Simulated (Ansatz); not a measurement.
# W2N(OH)2 MXene monolayer in a perpendicular field, part 2 of 2

Wanted: the out-of-plane response of the W2N(OH)2 MXene monolayer. A positive field points along +c.

Ansatz 0.2.0; plane-wave DFT, PBE-D3(BJ), Ansatz PAW.

So far. Step 2 (Relaxation): The lattice constant a goes from 3.054 to 2.796 Å.

**3. Single point, field 0**

A sawtooth potential applies the field, turning back in the middle of the vacuum. With the dipole correction the typed value is the field outside the slab. The induced dipole is small, so the SCF threshold is tight.

The cell differs from the one that the last finished run ended in (c 44.417 → 25.871 Å).

File input.yaml:

```yaml
crystal:
  lattice:
    - [2.7958363036, 0.0, 0.0]
    - [-1.3979181518, 2.4212652638, 0.0]
    - [0.0, 0.0, 25.87062397]
  atoms:
    - { symbol: H, position: [0.3333333333, 0.6666666667, 0.3478849219] }
    - { symbol: O, position: [0.3333333333, 0.6666666667, 0.3859367885] }
    - { symbol: W, position: [0.6666666667, 0.3333333333, 0.4424387681] }
    - { symbol: "N", position: [0.0, 0.0, 0.5] }
    - { symbol: W, position: [0.3333333333, 0.6666666667, 0.5575612319] }
    - { symbol: O, position: [0.6666666667, 0.3333333333, 0.6140632115] }
    - { symbol: H, position: [0.6666666667, 0.3333333333, 0.6521150781] }
kpoints:
  mp_grid: { grid: [18, 18, 1] }
  band_path:
    path: [[0, 0, 0], [0.5, 0, 0], [0.33333333, 0.33333333, 0], [0, 0, 0]]
    npoints: 16
hamiltonian:
  xc: pbe
  dispersion: d3bj
scf:
  occupations: { method: fermi_dirac, width: 0.02585 }
  convergence: { dr2_threshold: 1.0e-10 }
efield:
  axis: 3
  dipole_correction: true
  ramp_position: 0.97
  ramp_width: 0.06
  amplitude: 0
output:
  dos: { projected: true, e_range: [-6, 5] }
  write_potential: true
  write_density: true
  volumetric_format: npy
  elf: true
```

Command:

```sh
$ ansatz run input.yaml --threads 2 --pin off --max-ram 3072MiB --backend cpu --events-out ev --progress --plain --runs-dir out
```

Numbers of over 12 decimals in the logs are rounded to 6 here.

What it wrote:

```text
[...]
Crystal: 7 atoms, lattice volume = 175.130 Å³
Basis set: ecut = 420 eV, 3459 PW (Γ)
Bands: 31, of which v1, the nominal top of the filled ones, is band 24 counted from 1 (23 counted from 0)
Symmetry: 6 space group operations
k-points: 37 of 324 (time reversal used)
[...]
SCF iter   1: F=—  HF=-22320.072299 eV  |F-HF|=—  |Δ(HF+E_count)|=         —  Δρ=1.01e-2  dr2=2.78e0  ethr=1.77e-3  p=0.000 e·Å  D=2.00e-13 V/Å  ΔV_dip=-0.00 eV  dr2_dipole=2.24e-8  V_vac-E_F(+/−)=1.31/1.31 eV  ⟨swp⟩=7.8  Hψ=5645  notcnv=0  defer=2
efield: sawtooth ramp at fractional position 0.9700 (set: `efield.ramp_position`, or a place that a band, a saddle search or an elastic batch's reference lends), width 0.0600; the density the first Hamiltonian is built on has a dipole p = 0.000 e·Å; the dipole correction subtracts the counter field D = 2.00e-13 V/Å, which shifts the + side's vacuum level by -0.00 eV against the − side's; the planar-averaged density in the ramp window peaks in size at 2.6e-5 e/Å³
[...]
SCF iter   2: F=—  HF=-22319.926616 eV  |F-HF|=—  |Δ(HF+E_count)|=   1.46e-1  Δρ=3.88e-3  dr2=2.16e-1  ethr=1.77e-3  p=0.000 e·Å  D=8.95e-8 V/Å  ΔV_dip=-0.00 eV  dr2_dipole=8.14e-8  V_vac-E_F(+/−)=1.88/1.88 eV  ⟨swp⟩=2.0  Hψ=1658  notcnv=0  defer=53
[...]
SCF iter  12: F=-22319.909424 eV  HF=-22319.909424 eV  |F-HF|=1.89e-10  |Δ(HF+E_count)|=   2.98e-9  Δρ=1.68e-7  dr2=3.06e-11  ethr=1.00e-12  p=-0.000 e·Å  D=-4.59e-8 V/Å  ΔV_dip=0.00 eV  dr2_dipole=5.45e-14  V_vac-E_F(+/−)=2.66/2.66 eV  ⟨swp⟩=10.7  Hψ=4734  notcnv=0
SCF 1 converged in 12 iterations: F = -22319.909424 eV  dr2 = 3.06e-11
[...]
NSCF: frozen V_eff on 49 k-points
efield: sawtooth ramp at fractional position 0.9700 (kept from the solve that this one continues, or follows in the run), width 0.0600; the density the first Hamiltonian is built on has a dipole p = -0.000 e·Å; the dipole correction subtracts the counter field D = -4.59e-8 V/Å, which shifts the + side's vacuum level by +0.00 eV against the − side's; the planar-averaged density in the ramp window peaks in size at 4.5e-6 e/Å³
[...]
SCF converged after 12 iterations
Free energy (F): -22319.909424 eV
[...]
Internal energy: -22319.903460 eV  (E = F + TS)
E sigma→0 (E₀):  -22319.906442 eV
Entropy (-TS):   -0.005964 eV (-0.852 meV/atom)
Fermi energy:    4.086488 eV
Dipole field:    D = 0.000000 V/Å  (p = 0.000000 e·Å, saw-weighted, corrected)
Work function:   Φ+ = 2.6628 eV   Φ− = 2.6628 eV
Levels:          The Fermi level and band energies are counted from a zero that moves with the ramp; work functions are not
[...]
--- Band table (eV; the first three rows and the last of 37) ---
  k-point 0: bands = [... 20 lower, 0.4586, 2.1994, 2.7887, 2.7887, 3.8215, 3.8594, 3.9418, 3.9418, ... 3 higher]
  k-point 1: bands = [... 20 lower, 0.3933, 2.1637, 2.7332, 2.8746, 3.8129, 3.9030, 3.9435, 4.0079, ... 3 higher]
  k-point 2: bands = [... 20 lower, 0.2326, 1.9359, 2.7148, 3.1343, 3.5472, 4.0646, 4.1884, 4.2045, ... 3 higher]
  k-point 36: bands = [... 20 lower, 2.8904, 3.3954, 3.3954, 3.7715, 5.5623, 5.5623, 6.8929, 6.8929, ... 3 higher]
```

Run time: 9.5 s. Hardware: 2 threads of Intel Xeon 6975P-C (Granite Rapids), shared host; peak memory 0.56 GiB; 19 s of CPU time.

Reading the cycles: dr2 is the Hartree energy of the density residual (eV), the measure of convergence; HF is the Harris–Foulkes estimate of the energy, which meets the free energy F at convergence.

This step gave:

```
energy at zero smearing   : -22319.9064 eV
work function, upper face : 2.663 eV
dipole along the normal   : 2.80e-7 e·Å
```

Running mean over a fixed 2.7 Å (it still follows the layers) of the planar mean; the ramp of the sawtooth is left out. Table of electron's electrostatic potential energy less the Fermi level by z:

| z (Å) | electron's electrostatic potential energy less the Fermi level (eV) |
| --- | --- |
| 3.5 | 2.66 |
| 4.0 | 2.66 |
| 4.5 | 2.65 |
| 5.0 | 2.63 |
| 5.5 | 2.60 |
| 6.0 | 2.53 |
| 6.5 | 2.39 |
| 7.0 | 2.11 |
| 7.5 | 1.51 |
| 8.0 | 0.629 |
| 8.5 | -0.687 |
| 9.0 | -2.60 |
| 9.5 | -4.70 |
| 10.0 | -8.53 |
| 10.5 | -12.3 |
| 11.0 | -14.1 |
| 11.5 | -14.3 |
| 12.0 | -14.6 |
| 12.5 | -13.6 |
| 13.0 | -13.1 |
| 13.5 | -13.9 |
| 14.0 | -14.6 |
| 14.5 | -14.2 |
| 15.0 | -13.9 |
| 15.5 | -11.5 |
| 16.0 | -7.43 |
| 16.5 | -4.03 |
| 17.0 | -2.12 |
| 17.5 | -0.242 |
| 18.0 | 0.826 |
| 18.5 | 1.73 |
| 19.0 | 2.20 |
| 19.5 | 2.43 |
| 20.0 | 2.55 |
| 20.5 | 2.61 |
| 21.0 | 2.64 |
| 21.5 | 2.65 |
| 22.0 | 2.66 |
| 22.5 | 2.66 |

The density of states has structure finer than the step of the table below, so its rows give means over 0.2 eV, whole bins alone (the curve runs from -6 to 1.83 eV). Peaks (eV: height): -5.94: 7.27, -4.21: 3.89, -2.58: 6.15, -1.31: 5.47, -0.27: 3.31, -0.18: 3.31, 1.66: 8.83.

Table of density of states by energy, zero at the Fermi level; means over each step:

energy (eV), density of states (states/eV a cell) and a bar:
```
     -5.8       4.63 #####################
     -5.6       2.43 ##########
     -5.4       1.12 ###
     -5.2       1.32 ####
     -5.0       1.01 ##
     -4.8       1.17 ###
     -4.6       0.59 
     -4.4       0.88 ##
     -4.2       2.46 ##########
     -4.0       2.07 ########
     -3.8       1.65 ######
     -3.6       1.01 ##
     -3.4       0.72 #
     -3.2       0.76 #
     -3.0       1.33 ####
     -2.8       1.36 ####
     -2.6       3.06 #############
     -2.4       2.03 ########
     -2.2       1.49 #####
     -2.0       1.38 ####
     -1.8       0.81 #
     -1.6       1.18 ###
     -1.4       2.27 #########
     -1.2       2.13 ########
     -1.0       2.46 ##########
     -0.8       1.49 #####
     -0.6       1.41 ####
     -0.4       2.11 ########
     -0.2       2.29 #########
      0.0       2.38 #########
      0.2       2.23 #########
      0.4       2.19 ########
      0.6       2.10 ########
      0.8       2.22 #########
      1.0       2.19 ########
      1.2       2.36 #########
      1.4       3.65 ################
      1.6       6.34 ##############################
```

Projected DOS per atom over height of the atomic layer and energy from the Fermi level. Layers: H O W N W O H from below.

Values in states/eV, 22 rows by 7 columns, each cell a mean:
```
0.20 0.35 2.30 0.12 2.30 0.35 0.20
0.16 0.15 0.98 0.08 0.98 0.15 0.16
0.16 0.11 0.68 0.06 0.68 0.11 0.16
0.16 0.10 0.64 0.06 0.64 0.10 0.16
0.16 0.11 0.69 0.07 0.69 0.11 0.16
0.13 0.11 0.74 0.09 0.74 0.11 0.13
0.03 0.07 0.71 0.10 0.71 0.07 0.03
0.03 0.07 0.71 0.14 0.71 0.07 0.03
0.02 0.08 0.96 0.28 0.96 0.08 0.02
0.01 0.06 0.51 0.16 0.51 0.06 0.01
0.01 0.05 0.38 0.14 0.38 0.05 0.01
0.02 0.08 0.64 0.21 0.64 0.08 0.02
0.03 0.09 0.91 0.31 0.91 0.09 0.03
0.01 0.04 0.48 0.22 0.48 0.04 0.01
0.01 0.04 0.24 0.12 0.24 0.04 0.01
0.01 0.11 0.35 0.34 0.35 0.11 0.01
0.02 0.20 0.46 0.71 0.46 0.20 0.02
0.01 0.12 0.24 0.52 0.24 0.12 0.01
0.01 0.07 0.28 0.25 0.28 0.07 0.01
0.00 0.09 0.34 0.31 0.34 0.09 0.00
0.00 0.30 0.29 0.34 0.29 0.30 0.00
0.00 1.56 0.54 0.55 0.54 1.56 0.00
```
Columns: height of the atomic layer (Å) from 9 to 16.9 (not evenly spaced); rows upwards: energy from the Fermi level (eV) from -5.96 to 1.78.

Electronic bands along the path, in eV, zero at the Fermi level:

| point | band 21 | band 22 | band 23 | band 24 | band 25 | band 26 | band 27 | band 28 |
| --- | --- | --- | --- | --- | --- | --- | --- | --- |
| Γ | -3.63 | -1.89 | -1.30 | -1.30 | -0.27 | -0.23 | -0.14 | -0.14 |
| halfway | -4.13 | -2.56 | -1.14 | -0.60 | 0.46 | 0.94 | 1.12 | 1.21 |
| M | -4.35 | -3.17 | 1.75 | 1.83 | 2.37 | 2.93 | 3.49 | 3.59 |
| halfway | -3.25 | -2.24 | 1.03 | 1.20 | 1.69 | 1.81 | 2.78 | 3.13 |
| K | -1.20 | -0.69 | -0.69 | -0.32 | 1.48 | 1.48 | 2.81 | 2.81 |
| halfway | -2.90 | -2.62 | -1.63 | -1.15 | 0.81 | 1.27 | 1.81 | 1.98 |
| Γ | -3.63 | -1.89 | -1.30 | -1.30 | -0.27 | -0.23 | -0.14 | -0.14 |

ELF in the ca plane at fractional y = 0.333, with atoms of W and O and H within 0.2 Å of it. It is the smooth field of the valence electrons, not physical close to the nuclei.

Ten even steps from '0' (0.01) to '9' (0.97), each cell a mean:
```
00001122110000123125652232223127876541111222
00001122210000001266464111133247678984111221
00001122210000001374166100133257469995111221
00001122110000011256564111133248778973111222
00001122110001134224641343223226765421011222
00001222110012356412323565224412321000011221
00001222110123467522323676225521100000011221
00001222110012356312322565224312431100011221
```
Columns run along c (16.0 Å, from fractional 0.16 to 0.78 of the cell), rows up along a (2.8 Å). Atoms in or near the plane, at fractional coordinates: W at (0.44, 0.67), O at (0.61, 0.67), H at (0.65, 0.67).

Electrostatic potential energy in the ca plane at fractional y = 0.333, with atoms of W and O and H within 0.2 Å of it. With pseudopotentials it is smooth inside the atoms' cores, unlike the true potential.

Ten even steps from '0' (-50 eV) to '9' (7 eV), each cell a mean:
```
99999999999999999999999997411478998878876889
99999999999999999999999986100058999888721355
99999999999999999999999985000048999998610122
99999999999999999999999986100158999888732466
99999999999999999999999998533579998767888899
99999999999999999999999998877889887546899999
99999999999999999999999999888898886445799999
99999999999999999999999998766788887556899999
```
Columns run along c (16.0 Å, from fractional 0.06 to 0.68 of the cell; values clipped at the 3rd and 97th percentile), rows up along a (2.8 Å). Atoms in or near the plane, at fractional coordinates: W at (0.44, 0.67), O at (0.61, 0.67), H at (0.65, 0.67).

Valence density in the ca plane at fractional y = 0.333, with atoms of W and O and H within 0.2 Å of it. It is the smooth field of the valence electrons, not physical close to the nuclei.

Values in e/Å³, 5 rows by 16 columns, each cell a mean:
```
0.0 0.2 1.5 2.9 0.4 0.3 0.5 2.1 0.7 0.0 0.0 0.0 0.0 0.0 0.0 0.0
0.0 0.1 2.7 4.3 0.4 0.2 0.5 5.0 1.9 0.1 0.0 0.0 0.0 0.0 0.0 0.0
0.0 0.2 1.5 2.8 0.4 0.3 0.5 2.0 0.6 0.0 0.0 0.0 0.0 0.0 0.0 0.0
0.1 0.4 0.5 0.6 0.6 0.7 1.0 0.3 0.1 0.0 0.0 0.0 0.0 0.0 0.0 0.0
0.1 0.4 0.4 0.5 0.6 0.7 1.0 0.3 0.1 0.0 0.0 0.0 0.0 0.0 0.0 0.0
```
Columns run along c (16.0 Å, from fractional 0.32 to 0.94 of the cell), rows up along a (2.8 Å). Atoms in or near the plane, at fractional coordinates: W at (0.44, 0.67), O at (0.61, 0.67), H at (0.65, 0.67).

The work function of the upper face is 2.66 eV.

**4. Single point, field 0.1 V/Å**

Edit input.yaml of step 3 so:

```diff
@@ -29,5 +29,4 @@
   ramp_width: 0.06
-  amplitude: 0
+  amplitude: 0.1
 output:
-  dos: { projected: true, e_range: [-6, 5] }
   write_potential: true
@@ -35,2 +34 @@
   volumetric_format: npy
-  elf: true
```

What it wrote:

```text
[...]
Crystal: 7 atoms, lattice volume = 175.130 Å³
Basis set: ecut = 420 eV, 3459 PW (Γ)
Bands: 31, of which v1, the nominal top of the filled ones, is band 24 counted from 1 (23 counted from 0)
Symmetry: 6 space group operations
k-points: 37 of 324 (time reversal used)
[...]
k-point 0: bands = [... 20 lower, 0.4550, 2.1959, 2.7852, 2.7852, 3.8104, 3.8646, 3.9382, 3.9382, ... 3 higher]
  k-point 1: bands = [... 20 lower, 0.3897, 2.1602, 2.7296, 2.8711, 3.8086, 3.8948, 3.9464, 4.0044, ... 3 higher]
  k-point 2: bands = [... 20 lower, 0.2290, 1.9323, 2.7112, 3.1307, 3.5437, 4.0595, 4.1874, 4.2009, ... 3 higher]
  k-point 36: bands = [... 20 lower, 2.8868, 3.3902, 3.3936, 3.7679, 5.5579, 5.5595, 6.8863, 6.8923, ... 3 higher]
[key lines of the parts left out:]
SCF converged after 22 iterations
Free energy (F): -22319.911898 eV
Fermi energy:    4.082879 eV
Dipole field:    D = 0.051138 V/Å  (p = 0.049493 e·Å, saw-weighted, corrected)
```

Run time: 13 s. Hardware: 2 threads; peak memory 0.58 GiB; 26 s of CPU time.

The dipole is 0.0495 e·Å.

**5. Single point, field -0.1 V/Å**

Edit input.yaml of step 4 so:

```diff
@@ -29,3 +29,3 @@
   ramp_width: 0.06
-  amplitude: 0.1
+  amplitude: -0.1
 output:
```

What it wrote:

```text
[...]
Crystal: 7 atoms, lattice volume = 175.130 Å³
Basis set: ecut = 420 eV, 3459 PW (Γ)
Bands: 31, of which v1, the nominal top of the filled ones, is band 24 counted from 1 (23 counted from 0)
Symmetry: 6 space group operations
k-points: 37 of 324 (time reversal used)
[...]
k-point 0: bands = [... 20 lower, 0.4550, 2.1959, 2.7852, 2.7852, 3.8104, 3.8646, 3.9382, 3.9382, ... 3 higher]
  k-point 1: bands = [... 20 lower, 0.3897, 2.1602, 2.7296, 2.8711, 3.8087, 3.8948, 3.9464, 4.0044, ... 3 higher]
  k-point 2: bands = [... 20 lower, 0.2290, 1.9323, 2.7112, 3.1307, 3.5437, 4.0595, 4.1874, 4.2009, ... 3 higher]
  k-point 36: bands = [... 20 lower, 2.8869, 3.3902, 3.3936, 3.7679, 5.5579, 5.5596, 6.8863, 6.8923, ... 3 higher]
[key lines of the parts left out:]
SCF converged after 23 iterations
Free energy (F): -22319.911898 eV
Fermi energy:    4.082889 eV
Dipole field:    D = -0.051134 V/Å  (p = -0.049489 e·Å, saw-weighted, corrected)
```

Wall time 14 s (2 threads); peak memory 0.57 GiB; 27 s of CPU time.

The dipole is -0.0495 e·Å.

**6. Response, atoms held**

This step: plane-wave DFT, PBE-D3(BJ), Ansatz PAW; response to a field along the normal, atoms held (Ansatz 0.2.0).

The dipoles give the slope, and the difference of two potentials shows where the field is screened.

Numbers from this step:

```yaml
equivalent_conductor_thickness_p_eps_0ae: 13.23 Å
distance_between_the_outer_atoms: 7.871 Å
```

The dipole of the cell by applied field:

| applied field (V/Å) | dipole of the cell (e·Å) |
| --- | --- |
| -0.1000 | -0.0495 |
| 0.0000 | 2.8e-7 |
| 0.1000 | 0.0495 |

Local field over the applied field, running mean. From the potentials at -0.1 and 0.1 V/Å; running mean over 2.5 Å. Table of local field over applied field by z:

z (Å), local field over applied field and a bar from the least value:
```
      4.5      0.946 ##############################
      5.0      0.905 #############################
      5.5      0.838 ###########################
      6.0      0.736 ########################
      6.5      0.593 ####################
      7.0      0.415 ###############
      7.5      0.225 #########
      8.0      0.065 #####
      8.5     -0.045 ##
      9.0     -0.102 
      9.5     -0.112 
     10.0     -0.094 #
     10.5     -0.065 #
     11.0     -0.047 ##
     11.5     -0.032 ##
     12.0     -0.019 ###
     12.5     -0.005 ###
     13.0     -0.002 ###
     13.5     -0.007 ###
     14.0     -0.023 ###
     14.5     -0.035 ##
     15.0     -0.051 ##
     15.5     -0.072 #
     16.0     -0.101 
     16.5     -0.112 
     17.0     -0.093 #
     17.5     -0.021 ###
     18.0      0.101 ######
     18.5      0.273 ###########
     19.0      0.463 ################
     19.5      0.633 #####################
     20.0      0.766 #########################
     20.5      0.859 ###########################
     21.0      0.918 #############################
     21.5      0.954 ##############################
```

The induced electron density oscillates, so the rows of the table below give means over windows of 0.5 Å about each position, cut where the curve ends. Its maxima inside the range that stand out by 2 % of the span (Å: e/Å³ per V/Å): 7.47: 0.00270, 9.63: 3.1e-4, 10.49: 7.9e-4, 11.93: 5.0e-6, 13.51: 1.1e-4, 14.66: 8.6e-4, 15.81: 0.00118, 16.82: 0.00108. Its minima: 9.05: -0.00108, 10.06: -0.00118, 11.21: -8.5e-4, 12.36: -1.1e-4, 13.94: -5.0e-6, 15.38: -7.9e-4, 16.24: -3.1e-4, 18.40: -0.00270.

Electrons, planar mean, per unit field. Induced electron density against z; means over each step:

| z (Å) | induced electron density (e/Å³ per V/Å) |
| --- | --- |
| 4.5 | 2.6e-4 |
| 5.0 | 4.6e-4 |
| 5.5 | 7.7e-4 |
| 6.0 | 0.00125 |
| 6.5 | 0.00186 |
| 7.0 | 0.00244 |
| 7.5 | 0.00267 |
| 8.0 | 0.00225 |
| 8.5 | 8.8e-4 |
| 9.0 | -8.0e-4 |
| 9.5 | -2.1e-4 |
| 10.0 | -6.2e-4 |
| 10.5 | 4.9e-4 |
| 11.0 | -5.0e-4 |
| 11.5 | -3.9e-4 |
| 12.0 | -3.5e-5 |
| 12.5 | -6.1e-5 |
| 13.0 | 1.4e-6 |
| 13.5 | 7.6e-5 |
| 14.0 | 4.9e-5 |
| 14.5 | 5.8e-4 |
| 15.0 | 1.9e-4 |
| 15.5 | -2.7e-4 |
| 16.0 | 4.6e-4 |
| 16.5 | 5.0e-4 |
| 17.0 | 5.3e-4 |
| 17.5 | -0.00135 |
| 18.0 | -0.00244 |
| 18.5 | -0.00266 |
| 19.0 | -0.00231 |
| 19.5 | -0.00169 |
| 20.0 | -0.00111 |
| 20.5 | -6.7e-4 |
| 21.0 | -4.0e-4 |
| 21.5 | -2.3e-4 |

By hand: between -0.1 and 0.1 V/Å the dipole changes by 0.09898 e·Å, a slope of 0.4949 e·Å²/V. A perfect conductor of thickness t has p = ε₀AEt, so t = 180.95 × 0.4949 / 6.769 = 13.23 Å (e/ε₀ = 180.95 V·Å, A in Å²).

The induced dipole is that of a conductor 13.23 Å thick.

**7. Results**

| Property | Result |
| --- | --- |
| gap without field | none |
| work function, upper face | 2.66 eV |
| equivalent conductor thickness, atoms held | 13.2 Å |

The induced dipole equals that of a perfect conductor 13.23 Å thick, while the outer atoms lie 7.87 Å apart. There is no gap over 0.03 eV, with or without the field. The first relaxation ran with spin and lost its moment, and the later runs have none; other magnetic states were not tried. Spin-orbit coupling is left out, which matters for the bands of elements this heavy. The MXene's terminations sit over the metal atoms of its far layer; the site over carbon or nitrogen, which some compounds prefer, was not run.

[Logs are printed without paths, hosts, clocks, repeated set-up lines and the standing remarks that a program may print on its own settings, such as how far it seeks lower states.]

[Hosts, paths, dates, database ids (printed as entryN), source tags and the programs' standing remarks are cut or masked in the printed files.]

[Maps of the electrostatic potential energy from Ansatz leave out the sawtooth potential of an applied field or a dipole correction, so their vacuum need not be flat; planar profiles and work functions include it.]

[The density of states shown here was stored with 400 of the rows of the run's finer table, so its peaks can read low, often by over a quarter, or be missed, and its means over a window can be off by a tenth or more.]
